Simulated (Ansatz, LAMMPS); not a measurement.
# Electronic structure of glassy 46SiO2-16Al2O3-16BaO-16Li2O-5Sc2O3 (mol %) (121 atoms), part 2 of 2

What does DFT give for glassy 46SiO2-16Al2O3-16BaO-16Li2O-5Sc2O3 (mol %) (121 atoms) as built?

Ansatz 0.2.0; Kohn-Sham DFT, PBE, PAW (set soft_2), plane waves.

The cell: 17 Si, 12 Al, 6 Ba, 12 Li, 4 Sc and 70 O. The quench rate of 1000 K/ps far exceeds what a furnace or splat quench reaches. The network of bonds at the start is that of the classical potential that made the cell. Only the Γ point is sampled, in a cell whose shortest periodic width is 12 Å. Spin–orbit coupling is left out.

So far. Step 3 (Plane-wave single point): The stored curve holds about 597 of the 664 electrons; the rest, give or take the few that broadening carries across the Fermi level, lie in deeper levels below its range.

### Step 3. Plane-wave single point (continued)

Valence density in the bc plane at fractional x = 0.232, with atoms of Si and Al and Li and Sc and O within 0.2 Å of it. It is the smooth field of the valence electrons, not physical close to the nuclei.

Values in e/Å³, 13 rows by 16 columns, each cell a mean:
```
0.1 0.3 1.6 1.2 0.2 1.4 1.4 0.2 0.1 0.6 1.8 0.5 0.1 0.1 0.1 0.0
0.5 2.9 1.3 0.1 0.1 0.2 0.3 0.1 0.1 1.0 3.0 0.8 0.5 2.4 1.1 0.1
0.5 2.6 1.1 0.1 0.0 0.0 0.3 2.0 1.0 0.2 0.2 0.1 0.4 2.1 1.0 0.1
0.1 0.1 0.1 0.2 0.2 0.1 0.5 3.5 1.7 0.1 0.1 0.1 0.1 0.7 1.9 0.4
0.1 0.0 0.0 0.2 0.2 0.1 0.1 0.2 0.2 0.1 0.0 0.0 0.1 1.9 5.3 1.2
0.0 0.0 0.1 0.1 0.1 0.1 0.0 0.1 0.6 0.5 0.1 0.1 0.8 1.4 0.6 0.1
0.0 0.2 0.7 0.4 0.4 0.6 0.0 0.1 0.4 0.3 0.1 0.2 2.4 4.0 0.4 0.0
0.0 0.2 0.5 0.3 1.2 1.8 0.4 0.9 0.3 0.2 0.7 0.5 0.5 0.6 0.2 0.0
0.1 0.3 0.2 0.1 0.0 0.1 1.9 5.0 0.9 0.3 1.6 1.0 0.3 0.3 0.2 0.0
0.3 0.7 0.4 0.0 0.0 0.0 0.3 0.7 0.3 0.1 0.2 0.1 0.1 0.2 0.1 0.0
0.1 0.2 0.2 0.1 0.0 0.0 0.0 0.1 0.5 0.5 0.1 0.0 0.0 0.0 0.0 0.0
0.0 0.1 0.5 0.3 0.0 0.0 0.0 0.1 0.3 0.4 0.1 0.0 0.0 0.0 0.0 0.0
0.1 0.1 0.9 0.7 0.1 0.3 0.3 0.1 0.1 0.1 0.1 0.0 0.0 0.0 0.0 0.1
```
Columns run along b (11.7 Å), rows up along c (11.7 Å). Atoms in or near the plane, at fractional coordinates: Si at (0.80, 0.37), Al at (0.49, 0.90), Li at (0.31, 0.44), Sc at (0.89, 0.66), O at (0.47, 0.75), O at (0.82, 0.51), O at (0.10, 0.84), O at (0.45, 0.34).

Electrostatic potential energy in the bc plane at fractional x = 0.232, with atoms of Si and Al and Li and Sc and O within 0.2 Å of it. With pseudopotentials it is smooth inside the atoms' cores, unlike the true potential.

Ten even steps from '0' (-34 eV) to '9' (11 eV), each cell a mean:
```
998741147885367656788889999999999
999864468997565565573127889999999
996458889999975676562017887547999
971017999999986555687678775003899
984248999999997557899998887426899
999999988889993004999999998877788
999998877889995115899999998643357
899998877789999878889999987400026
899988888899999988888899987400026
999988889999999998888888898753468
999988999999999998788878884368889
999998999888999998788888840028999
999987898535899998888999861149999
999998897313789887788988742368999
999999998657874357788656400027899
887788999889840027888436400037899
865567899999972148999888754578998
764457899999998888999999988899998
875567899999999889999999999999998
888888999999999999899999999999999
999999999999999999889999999999999
999998899999999999999999999999999
999987788999999999999999999999999
999753357999899988999999999999999
```
Columns run along b (11.7 Å; values clipped at the 3rd and 97th percentile), rows up along c (11.7 Å). Atoms in or near the plane, at fractional coordinates: Si at (0.80, 0.37), Al at (0.49, 0.90), Li at (0.31, 0.44), Sc at (0.89, 0.66), O at (0.47, 0.75), O at (0.82, 0.51), O at (0.10, 0.84), O at (0.45, 0.34).

Mean Löwdin charges: Al +1.24, Ba +1.89, Li +0.79, O -0.89, Sc +1.30, Si +1.69 e (they miss 1.1 % of the electrons, so they add up to more than the cell's charge).

### Step 4. Distances and neighbours

Bonds and neighbours are counted at the geometry of the runs.

Density 3.14 g/cm³, 13.16 Å³ an atom.

Pair distribution functions g(r), in bins of 0.2 Å:

| r (Å) | total | O-O | O-Si | O-Al | O-Li | O-Ba | O-Sc |
| --- | --- | --- | --- | --- | --- | --- | --- |
| 1.50 | 0.95 | 0.00 | 5.85 | 0.00 | 0.00 | 0.00 | 0.00 |
| 1.70 | 2.34 | 0.00 | 8.20 | 8.79 | 0.00 | 0.00 | 0.00 |
| 1.90 | 0.82 | 0.00 | 0.00 | 2.83 | 4.13 | 0.00 | 0.58 |
| 2.10 | 0.70 | 0.00 | 0.00 | 0.16 | 3.19 | 0.00 | 8.34 |
| 2.30 | 0.09 | 0.00 | 0.00 | 0.15 | 0.29 | 0.00 | 0.92 |
| 2.50 | 0.76 | 1.67 | 0.00 | 0.00 | 0.35 | 0.00 | 0.74 |
| 2.70 | 1.52 | 3.58 | 0.00 | 0.10 | 0.71 | 2.02 | 0.00 |
| 2.90 | 1.11 | 1.42 | 0.18 | 0.35 | 0.90 | 3.04 | 0.00 |
| 3.10 | 0.90 | 0.92 | 0.17 | 0.55 | 0.45 | 1.59 | 0.47 |
| 3.30 | 1.15 | 1.10 | 0.73 | 1.04 | 0.82 | 1.11 | 0.81 |
| 3.50 | 0.84 | 0.80 | 0.99 | 0.61 | 0.86 | 0.74 | 1.07 |
| 3.70 | 0.85 | 0.66 | 1.13 | 0.99 | 0.71 | 0.87 | 0.33 |
| 3.90 | 1.03 | 0.56 | 1.79 | 1.00 | 1.59 | 0.69 | 0.88 |
| 4.10 | 1.27 | 0.72 | 2.38 | 1.98 | 1.21 | 0.82 | 1.09 |
| 4.30 | 1.12 | 0.71 | 1.45 | 1.92 | 1.38 | 0.96 | 2.09 |
| 4.50 | 0.93 | 0.80 | 0.79 | 1.42 | 0.90 | 1.04 | 1.68 |
| 4.70 | 1.01 | 1.34 | 0.75 | 0.68 | 1.12 | 0.69 | 1.02 |
| 4.90 | 0.94 | 1.18 | 0.51 | 0.76 | 0.75 | 1.56 | 1.03 |
| 5.10 | 0.93 | 1.25 | 0.80 | 0.53 | 0.73 | 1.45 | 0.60 |
| 5.30 | 1.01 | 1.30 | 0.60 | 0.79 | 0.78 | 1.49 | 0.73 |
| 5.50 | 1.07 | 1.04 | 0.98 | 0.87 | 1.03 | 0.79 | 1.12 |
| 5.70 | 1.01 | 1.04 | 1.06 | 0.93 | 1.07 | 0.93 | 0.41 |

Bonds by pair of elements; cutoffs follow the first minimum of g(r), held within bounds set by covalent radii, and pairs that aren't listed don't count as bonded:

| pair A-B | cutoff (Å) | bonds | mean length (Å) | spread (Å) | shortest (Å) | B about A | A about B |
| --- | --- | --- | --- | --- | --- | --- | --- |
| O-Si | 2.08 | 68 | 1.61 | 0.031 | 1.53 | 0.971 | 4 |
| O-Al | 2.19 | 49 | 1.78 | 0.087 | 1.68 | 0.7 | 4.08 |
| O-Li | 2.38 | 41 | 2.02 | 0.09 | 1.91 | 0.586 | 3.42 |
| O-Ba | 3.58 | 50 | 3.03 | 0.247 | 2.63 | 0.714 | 8.33 |
| O-Sc | 2.76 | 21 | 2.14 | 0.135 | 1.99 | 0.3 | 5.25 |

How many atoms have how many bonded neighbours:

| element | mean | 2 | 3 | 4 | 5 | 6 | 7 | 8 | 9 | 10 |
| --- | --- | --- | --- | --- | --- | --- | --- | --- | --- | --- |
| Al | 4.08 | 0 | 0 | 11 | 1 | 0 | 0 | 0 | 0 | 0 |
| Ba | 8.33 | 0 | 0 | 0 | 0 | 0 | 2 | 1 | 2 | 1 |
| Li | 3.42 | 1 | 6 | 4 | 1 | 0 | 0 | 0 | 0 | 0 |
| O | 3.27 | 13 | 30 | 22 | 5 | 0 | 0 | 0 | 0 | 0 |
| Sc | 5.25 | 0 | 0 | 0 | 3 | 1 | 0 | 0 | 0 | 0 |
| Si | 4 | 0 | 0 | 17 | 0 | 0 | 0 | 0 | 0 | 0 |

Bond angles, per cent of each kind in bins of 5°:

| angle (°) | O-Si-O | O-Al-O | O-Li-O | O-Sc-O |
| --- | --- | --- | --- | --- |
| 65–70 | 0.0 | 0.0 | 0.0 | 4.4 |
| 70–75 | 0.0 | 0.0 | 1.9 | 2.2 |
| 75–80 | 0.0 | 0.0 | 3.8 | 4.4 |
| 80–85 | 0.0 | 4.0 | 9.4 | 8.9 |
| 85–90 | 0.0 | 2.6 | 7.5 | 20.0 |
| 90–95 | 0.0 | 7.9 | 5.7 | 8.9 |
| 95–100 | 2.9 | 13.2 | 11.3 | 11.1 |
| 100–105 | 17.6 | 18.4 | 3.8 | 4.4 |
| 105–110 | 29.4 | 18.4 | 3.8 | 2.2 |
| 110–115 | 39.2 | 11.8 | 3.8 | 4.4 |
| 115–120 | 8.8 | 6.6 | 9.4 | 4.4 |
| 120–125 | 2.0 | 6.6 | 7.5 | 2.2 |
| 125–130 | 0.0 | 2.6 | 13.2 | 2.2 |
| 130–135 | 0.0 | 1.3 | 3.8 | 2.2 |
| 135–140 | 0.0 | 2.6 | 3.8 | 2.2 |
| 140–145 | 0.0 | 1.3 | 3.8 | 4.4 |
| 145–150 | 0.0 | 1.3 | 1.9 | 0.0 |
| 150–155 | 0.0 | 0.0 | 0.0 | 0.0 |
| 155–160 | 0.0 | 0.0 | 1.9 | 4.4 |
| 160–165 | 0.0 | 1.3 | 0.0 | 0.0 |
| 165–170 | 0.0 | 0.0 | 0.0 | 4.4 |
| 170–175 | 0.0 | 0.0 | 1.9 | 2.2 |
| 175–180 | 0.0 | 0.0 | 1.9 | 0.0 |

Bond angles (no mean is given where the spread exceeds 20°):

| angle | count | mean (°) | spread (°) |
| --- | --- | --- | --- |
| O-Si-O | 102 | 109 | 4.9 |
| O-Al-O | 76 | 108 | 14.7 |
| O-Li-O | 53 | - | - |
| O-Sc-O | 45 | - | - |

Oxygen atoms by the number of network formers (Si, P, Ge, B, Al, As, Ga) bound to them:

| network formers bound to O | O atoms | per cent |
| --- | --- | --- |
| 0 | 1 | 1.4 |
| 1 | 23 | 32.9 |
| 2 | 44 | 62.9 |
| 3 | 2 | 2.9 |

Network units: each former by its oxygen neighbours and how many of them bridge to another former:

| former | O neighbours | bridging O | atoms |
| --- | --- | --- | --- |
| Si | 4 | 2 | 4 |
| Si | 4 | 3 | 8 |
| Si | 4 | 4 | 5 |
| Al | 4 | 2 | 2 |
| Al | 4 | 3 | 3 |
| Al | 4 | 4 | 6 |
| Al | 5 | 5 | 1 |

Bond length by coordination (bonds to H left out):

| element | coordination | atoms | mean bond length (Å) |
| --- | --- | --- | --- |
| Al | 4 | 11 | 1.76 |
| Al | 5 | 1 | 1.92 |
| Ba | 7 | 2 | 3.02 |
| Ba | 8 | 1 | 2.92 |
| Ba | 9 | 2 | 3.07 |
| Ba | 10 | 1 | 3.06 |
| Li | 2 | 1 | 1.97 |
| Li | 3 | 6 | 2.00 |
| Li | 4 | 4 | 2.04 |
| Li | 5 | 1 | 2.04 |
| O | 2 | 13 | 1.68 |
| O | 3 | 30 | 2.04 |
| O | 4 | 22 | 2.17 |
| O | 5 | 5 | 2.26 |
| Sc | 5 | 3 | 2.11 |
| Sc | 6 | 1 | 2.19 |

Rings of the network by King's shortest-path rule, up to 12 atoms, one path for each pair of neighbours; H, halogens, alkali and alkaline-earth atoms are left out, and the last column divides by all other atoms, bonded or not:

| ring size (atoms) | rings | per network atom |
| --- | --- | --- |
| 4 | 6 | 0.058 |
| 6 | 9 | 0.087 |
| 8 | 12 | 0.117 |
| 10 | 25 | 0.243 |
| 12 | 22 | 0.214 |

First main peaks of g(r), for some of the pairs, lie near 2.6 Å (O-O), 1.6 Å (O-Si), 1.8 Å (O-Al), 2.0 Å (O-Li), 2.9 Å (O-Ba) and 2.1 Å (O-Sc). By these cutoffs 92 % of Al atoms have 4, 33 % of Ba atoms have 7 and as many 9, 50 % of Li atoms have 3 and 43 % of O atoms have 3 bonded neighbours. The O-Si-O angle averages 109° with a spread of 5°. Counting bonds to Si and Al alone, not to Sc, 63 % of the oxygens join two of these atoms and 33 % one; 3 % join three; 1 % join none. The commonest Si unit has 4 oxygens, 3 of them shared with other formers (8 of 17 atoms). Rings of 10 atoms are the most common (34 % of those counted); sizes run from 4 to 12, where the search stops.

A closer look about O92, which has 2 bonded neighbours where the commonest count for O is 3: 8 atoms, nearest first, numbered in the order of the input, with positions taken from that point.

| atom | x | y | z | distance (Å) | bonds | Löwdin charge (e) | Fx | Fy | Fz (eV/Å) |
| --- | --- | --- | --- | --- | --- | --- | --- | --- | --- |
| O92 | 0.00 | 0.00 | 0.00 | 0.00 | 2 | -0.95 | 0.47 | -2.46 | -1.85 |
| Si16 | -0.29 | 1.22 | 0.88 | 1.53 | 4 | 1.66 | -0.38 | 1.38 | 0.30 |
| Li39 | -2.08 | -1.31 | 0.78 | 2.58 | 2 | 0.78 | -0.02 | 0.35 | 0.00 |
| O82 | 0.57 | 2.53 | 0.34 | 2.62 | 3 | -0.84 | 1.03 | 1.43 | 0.27 |
| O105 | -1.88 | 1.63 | 0.82 | 2.62 | 2 | -0.80 | -0.50 | -0.47 | -0.30 |
| Ba30 | 1.11 | -0.82 | -2.33 | 2.71 | 8 | 1.91 | -0.08 | 0.21 | 0.88 |
| O117 | 0.11 | 1.24 | 2.45 | 2.75 | 3 | -0.89 | 0.67 | 0.98 | 0.98 |
| O93 | -0.98 | -1.16 | 2.44 | 2.87 | 4 | -0.89 | -1.42 | -0.07 | -0.24 |

The column of bonds counts only the pairs O-Si within 2.08 Å, O-Al within 2.19 Å, O-Li within 2.38 Å, O-Ba within 3.58 Å, O-Sc within 2.76 Å; other neighbours, such as metal atoms beside each other in a compound, aren't counted, and periodic images can show an atom twice.

### Step 5. Outcome

* free energy per atom: -858.0892 eV/atom
* pressure: 5.135 GPa
* r.m.s. force component: 0.8297 eV/Å
* gap (highest filled to lowest empty level): 3.216 eV
* wall time of the 1 DFT run: 48 s

What this shows: Between filled and empty levels lie 3.22 eV (at Γ alone); a semilocal functional tends to put such gaps too low. In a disordered cell it changes from sample to sample, and tail or defect levels can set it. With the cutoffs above, 92 % of Al atoms have 4, 33 % of Ba atoms have 7 and as many 9, 50 % of Li atoms have 3 and 43 % of O atoms have 3 bonded neighbours.

Caveats: The geometry was minimised with a classical potential after classical dynamics and isn't relaxed at this level: its force components are 0.83 eV/Å r.m.s. The pressure of 5.1 GPa belongs to a cell and atoms that aren't relaxed at this level.

[Logs are printed without paths, hosts, clocks, repeated set-up lines and the standing remarks that a program may print on its own settings, such as how far it seeks lower states.]

[Hosts, paths, dates, database ids (printed as entryN), source tags and the programs' standing remarks are cut or masked in the printed files.]
